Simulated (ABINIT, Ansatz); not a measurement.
# TlSi3 (Pm-3m): zone-centre phonons, part 2 of 4

Wanted: the vibrations of TlSi3 (Pm-3m) at Γ, by two programs.

ABINIT 10.8.3; DFT LDA, scalar-relativistic, plane waves, PseudoDojo norm-conserving pseudopotentials.

So far. Step 2 (Relaxing the cell and atoms): The volume changes by +1.6 % from the cell with which this run began. The relaxed cell has a = 4.195 Å (conventional setting).

The structure was built from a prototype and need not be the compound's stable phase.

### Step 4. Linear response at Γ

At q = 0 one unit cell holds all displacements. The response is solved for single atoms along the cell's directions, and symmetry skips those that follow from others. The crystal is treated as a metal, which screens a static field, so no field response is asked.

dfpt_gamma.abi reads:

```

# common to the responses
getwfk_filepath "gso_WFK"
kptopt 2
nqpt 1
qpt 0.0 0.0 0.0
asr 0
chneut 0

# displacements
rfphon 1
rfatpol 1 4
rfdir 1 1 1
tolvrs 1.0d-10
prtwf 0

# basis, mesh and filling
ecut 27.0
ngkpt 6 6 6
nshiftk 1
shiftk 0.0 0.0 0.0
istwfk *1
occopt 3
tsmear 0.01
nband 20
nstep 100
diemac 1000000.0
prtebands 0
prtgsr 0
useylm 1

# cell and atoms
acell 7.928261835 7.928261835 7.928261835
rprim 
    1.0 0.0 0.0
    0.0 1.0 0.0
    0.0 0.0 1.0
ntypat 2
znucl 81 14
natom 4
typat 1 2 2 2
xred 
    0.0 0.0 0.0
    0.0 0.5 0.5
    0.5 0.0 0.5
    0.5 0.5 0.0
pp_dirpath "./pseudo"
pseudos "Tl.upf, Si.upf"
```

The run is started by

```
$ OMP_NUM_THREADS=1 mpirun -n 4 abinit dfpt_gamma.abi > dfpt_gamma.log
```

Numbers of over 12 decimals in the logs are rounded to 6 here.

dfpt_gamma.abo, the main output file:

```text
[banners, grids, parts of the stress and lines that vanish by symmetry left out]
- input  file    -> dfpt_gamma.abi
- output file    -> dfpt_gamma.abo
- root for input  files -> dfpt_gammai
- root for output files -> dfpt_gammao

 Symmetries : space group Pm -3 m (#221); Bravais cP (primitive cubic)
================================================================================
 Values of the parameters that define the memory need of the present run (RF).
     intxc =       0      iscf =       7    lmnmax =      18     lnmax =       6
     mgfft =      40  mpssoang =       3    mqgrid =    3001     natom =       4
  nloc_mem =       1    nspden =       1   nspinor =       1    nsppol =       1
      nsym =      48    n1xccc =    2501    ntypat =       2    occopt =       3
   xclevel =       1
-    mband =          20        mffmem =           1         mkmem =          28
-   mkqmem =          28        mk1mem =          28           mpw =        3362
      nfft =       64000          nkpt =         112
- my_mband =          20
================================================================================
================================================================================

--------------------------------------------------------------------------------
------------- Echo of variables that govern the present computation ------------
--------------------------------------------------------------------------------
-
- outvars: echo of selected default values
-   iomode0 =  0 , fftalg0 =312 , wfoptalg0 =  0
-
- outvars: echo of global parameters not present in the input file
-  max_nthreads =    1
-
 -outvars: echo values of preprocessed input variables
 [... echo left out ...]
================================================================================

 chkinp: Checking input parameters for consistency.

[...]
== DATASET  1 ==================================================================
-   mpi_nproc: 4, omp_nthreads: 1 (-1 if OMP is not activated)

--- !DatasetInfo
iteration_state: {dtset: 1, }
dimensions: {natom: 4, nkpt: 112, mband: 20, nsppol: 1, nspinor: 1, nspden: 1, mpw: 3362, }
cutoff_energies: {ecut:  27.0, pawecutdg:  -1.0, }
electrons: {nelect:   2.50000000E+01, charge:   0.00000000E+00, occopt:   3.00000000E+00, tsmear:   1.00000000E-02, }
meta: {optdriver: 1, rfphon: 1, }
...

 mkfilename: getwfk from: gso_WFK

 Real(R)+Recip(G) space primitive vectors, cartesian coordinates (Bohr,Bohr^-1):
 R(1)=  7.9282618  0.0000000  0.0000000  G(1)=  0.1261311  0.0000000  0.0000000
 R(2)=  0.0000000  7.9282618  0.0000000  G(2)=  0.0000000  0.1261311  0.0000000
 R(3)=  0.0000000  0.0000000  7.9282618  G(3)=  0.0000000  0.0000000  0.1261311
 Unit cell volume ucvol=  4.9834942E+02 bohr^3
 Angles (23,13,12)=  9.00000000E+01  9.00000000E+01  9.00000000E+01 degrees
 setup1 : take into account q-point for computing boxcut.

 getcut: wavevector=  0.0000  0.0000  0.0000  ngfft=  40  40  40
         ecut(hartree)=     27.000   => boxcut(ratio)=   2.15692

--- Pseudopotential description ------------------------------------------------
- pspini: atom type   1  psp file is ./pseudo/Tl.upf

- pspini: atom type   2  psp file is ./pseudo/Si.upf

   1.42843041E+03                                ecore*ucvol(ha*bohr**3)
--------------------------------------------------------------------------------

 ==>  initialize data related to q vector <==

 The list of irreducible perturbations for this q vector is:
    1)    idir= 1    ipert=   1
    2)    idir= 1    ipert=   2
    3)    idir= 2    ipert=   2

[...]
The perturbation idir=   2  ipert=   1 is
 symmetric of a previously calculated perturbation.
 So, its SCF calculation is not needed.

 The perturbation idir=   3  ipert=   1 is
 symmetric of a previously calculated perturbation.
 So, its SCF calculation is not needed.

 The perturbation idir=   3  ipert=   2 is
 symmetric of a previously calculated perturbation.
 So, its SCF calculation is not needed.

 The perturbation idir=   1  ipert=   3 is
 symmetric of a previously calculated perturbation.
 So, its SCF calculation is not needed.

[...]
The perturbation idir=   2  ipert=   4 is
 symmetric of a previously calculated perturbation.
 So, its SCF calculation is not needed.

 The perturbation idir=   3  ipert=   4 is
 symmetric of a previously calculated perturbation.
 So, its SCF calculation is not needed.

--------------------------------------------------------------------------------
 Perturbation wavevector (in red.coord.)   0.000000  0.000000  0.000000
 Perturbation : displacement of atom   1   along direction   1
 Found     8 symmetries that leave the perturbation invariant.

[...]
dfpt_looppert : total number of electrons, from k and k+q
  fully or partially occupied states are    2.500000E+01 and    2.500000E+01.
 Initialisation of the first-order wave-functions :
  ireadwf=   0

--- !BeginCycle
iteration_state: {dtset: 1, }
solver: {iscf: 7, nstep: 100, nline: 4, wfoptalg: 0, }
tolerances: {tolvrs: 1.00E-10, }
...

     iter   2DEtotal(Ha)        deltaE(Ha) residm    vres2
-ETOT  1   5.575165     -9.791E+03 1.814E+01 1.919E+02
 ETOT  2   2.776554     -2.799E+00 1.498E-02 5.501E+01
 ETOT  3   2.755361     -2.119E-02 7.916E-04 6.522E-01
 ETOT  4   2.755088     -2.732E-04 1.158E-04 3.549E-01
 ETOT  5   2.754840     -2.475E-04 8.131E-06 5.223E-03
[...]
At SCF step    9       vres2   =  6.08E-11 < tolvrs=  1.00E-10 =>converged.
[...]
Mean square residual over all n,k,spin=   12.801E-12; max=  61.821E-10

 Thirteen components of 2nd-order total energy (hartree) are
 1,2,3: 0th-order hamiltonian combined with 1st-order wavefunctions
     kin0=   1.24996678E+04 eigvalue=   3.97040397E+02  local=  -6.91929514E+03
 4,5,6: 1st-order hamiltonian combined with 1st and 0th-order wfs
 loc psp =  -3.11607072E+03  Hartree=   9.52534790E+02     xc=  -1.49844610E+02
 note that "loc psp" includes a xc core correction that could be resolved
 7,8,9: eventually, occupation + non-local contributions
    edocc=   2.04124778E+01     enl0=   2.99335210E+03   enl1=  -1.64716650E+04
 1-9 gives the relaxation energy (to be shifted if some occ is /=2.0)
   erelax=  -9.79386784E+03
 10,11,12 Non-relaxation  contributions : frozen-wavefunctions and Ewald
 fr.local=   1.40404184E+03 fr.nonlo=   8.23152441E+03  Ewald=   8.24204959E+01
 13,14 Frozen wf xc core corrections (1) and (2)
 frxc 1  =  -4.49489097E+02  frxc 2 =   5.28125026E+02
 Resulting in :
 2DEtotal=    0.2754837107E+01 Ha. Also 2DEtotal=    0.749629365648E+02 eV
    (2DErelax=   -9.7938678441E+03 Ha. 2DEnonrelax=    9.7966226812E+03 Ha)
    (  non-var. 2DEtotal :    2.7548359988E+00 Ha)

[...]
Perturbation wavevector (in red.coord.)   0.000000  0.000000  0.000000
 Perturbation : displacement of atom   2   along direction   1
 Found     8 symmetries that leave the perturbation invariant.

[...]
dfpt_looppert : total number of electrons, from k and k+q
  fully or partially occupied states are    2.500000E+01 and    2.500000E+01.
 Initialisation of the first-order wave-functions :
  ireadwf=   0

--- !BeginCycle
iteration_state: {dtset: 1, }
solver: {iscf: 7, nstep: 100, nline: 4, wfoptalg: 0, }
tolerances: {tolvrs: 1.00E-10, }
...

     iter   2DEtotal(Ha)        deltaE(Ha) residm    vres2
-ETOT  1  -1.529712     -1.002E+02 1.569E+00 4.899E+02
[...]
At SCF step    9       vres2   =  3.27E-11 < tolvrs=  1.00E-10 =>converged.
[...]
Mean square residual over all n,k,spin=   20.150E-12; max=  87.732E-10

 Thirteen components of 2nd-order total energy (hartree) are
 1,2,3: 0th-order hamiltonian combined with 1st-order wavefunctions
     kin0=   8.47908823E+01 eigvalue=  -4.62103428E+00  local=  -4.87436184E+01
 4,5,6: 1st-order hamiltonian combined with 1st and 0th-order wfs
 loc psp =  -4.63185661E+01  Hartree=   2.25013728E+01     xc=  -7.66778557E+00
 note that "loc psp" includes a xc core correction that could be resolved
 7,8,9: eventually, occupation + non-local contributions
    edocc=   8.74797634E+00     enl0=   4.53726435E+01   enl1=  -1.54442308E+02
 1-9 gives the relaxation energy (to be shifted if some occ is /=2.0)
   erelax=  -1.00380437E+02
 10,11,12 Non-relaxation  contributions : frozen-wavefunctions and Ewald
 fr.local=   2.22630120E+01 fr.nonlo=   7.32257931E+01  Ewald=   5.02254464E+00
 13,14 Frozen wf xc core corrections (1) and (2)
 frxc 1  =  -8.63580076E+00  frxc 2 =   6.75612796E+00
 Resulting in :
 2DEtotal=   -0.1748760043E+01 Ha. Also 2DEtotal=   -0.475861849702E+02 eV
    (2DErelax=   -1.0038043700E+02 Ha. 2DEnonrelax=    9.8631676959E+01 Ha)
    (  non-var. 2DEtotal :   -1.7487598495E+00 Ha)

[...]
Perturbation wavevector (in red.coord.)   0.000000  0.000000  0.000000
 Perturbation : displacement of atom   2   along direction   2
 Found     4 symmetries that leave the perturbation invariant.

--------------------------------------------------------------------------------

--------------------------------------------------------------------------------

 dfpt_looppert : total number of electrons, from k and k+q
  fully or partially occupied states are    2.500000E+01 and    2.500000E+01.
 Initialisation of the first-order wave-functions :
  ireadwf=   0

--- !BeginCycle
iteration_state: {dtset: 1, }
solver: {iscf: 7, nstep: 100, nline: 4, wfoptalg: 0, }
tolerances: {tolvrs: 1.00E-10, }
...

     iter   2DEtotal(Ha)        deltaE(Ha) residm    vres2
-ETOT  1  0.711252     -1.000E+02 1.177E+00 3.706E+02
[...]
ETOT  8  0.472880     -1.171E-11 2.400E-08 1.040E-09
 ETOT  9  0.472880      2.842E-13 5.207E-09 3.874E-11

 At SCF step    9       vres2   =  3.87E-11 < tolvrs=  1.00E-10 =>converged.
[...]
Mean square residual over all n,k,spin=   18.293E-12; max=  52.066E-10

 Thirteen components of 2nd-order total energy (hartree) are
 1,2,3: 0th-order hamiltonian combined with 1st-order wavefunctions
     kin0=   8.58936736E+01 eigvalue=  -4.52004388E+00  local=  -4.90215239E+01
 4,5,6: 1st-order hamiltonian combined with 1st and 0th-order wfs
 loc psp =  -4.81587688E+01  Hartree=   2.23256363E+01     xc=  -7.56530043E+00
 note that "loc psp" includes a xc core correction that could be resolved
 7,8,9: eventually, occupation + non-local contributions
    edocc=   8.57349101E+00     enl0=   4.45905841E+01   enl1=  -1.52394265E+02
 1-9 gives the relaxation energy (to be shifted if some occ is /=2.0)
   erelax=  -1.00276517E+02
 10,11,12 Non-relaxation  contributions : frozen-wavefunctions and Ewald
 fr.local=  -3.50613419E+01 fr.nonlo=   7.36577501E+01  Ewald=   6.40591282E+01
 13,14 Frozen wf xc core corrections (1) and (2)
 frxc 1  =  -8.63099394E+00  frxc 2 =   6.72485413E+00
 Resulting in :
 2DEtotal=    0.4728797289E+00 Ha. Also 2DEtotal=    0.128677129519E+02 eV
    (2DErelax=   -1.0027651690E+02 Ha. 2DEnonrelax=    1.0074939662E+02 Ha)
    (  non-var. 2DEtotal :    4.7287976268E-01 Ha)

[...]
---- first-order wavefunction calculations are completed ----

 ==> Compute Derivative Database <==

 [... matrices left out ...]
  Phonon wavevector (reduced coordinates) :  0.00000  0.00000  0.00000
 Phonon energies in Hartree :
  -7.783267E-04 -7.783267E-04 -7.783267E-04 -4.498839E-04 -4.498839E-04
  -4.498839E-04  2.026467E-05  2.026467E-05  2.026467E-05  8.221221E-04
   8.221221E-04  8.221221E-04
 Phonon frequencies in cm-1    :
- -1.708230E+02 -1.708230E+02 -1.708230E+02 -9.873811E+01 -9.873811E+01
- -9.873811E+01  4.447582E+00  4.447582E+00  4.447582E+00  1.804349E+02
-  1.804349E+02  1.804349E+02

== END DATASET(S) ==============================================================
================================================================================

 -outvars: echo values of variables after computation
            acell      7.9282618350E+00  7.9282618350E+00  7.9282618350E+00 Bohr
           etotal      4.7287972893E-01
            fcart      0.0000000000E+00  0.0000000000E+00  0.0000000000E+00
           strten      0.0000000000E+00  0.0000000000E+00  0.0000000000E+00
================================================================================
```

Elapsed: 2.4 min, on 4 MPI ranks of Intel Xeon at 2.70GHz, shared host; 9.6 min of CPU time.

Read from the output:

* largest acoustic frequency at the zone centre before the sum rule: 4.45 cm⁻¹
* highest optical zone-centre mode (no LO-TO term): 180.4 cm⁻¹
* lowest optical zone-centre mode: -170.8 cm⁻¹

The acoustic modes at Γ come out as far as 4.5 cm⁻¹ from zero, where they should vanish, a small numerical error. The lowest optical mode is imaginary, 171i cm⁻¹, an instability at this level and on this k mesh.

[end of part 2 of 4]

[Host names and launcher messages were left out of these logs when they were recorded.]

[Logs are printed without paths, hosts, clocks, repeated set-up lines and the standing remarks that a program may print on its own settings, such as how far it seeks lower states.]

[Hosts, paths, dates, database ids (printed as entryN), source tags and the programs' standing remarks are cut or masked in the printed files.]
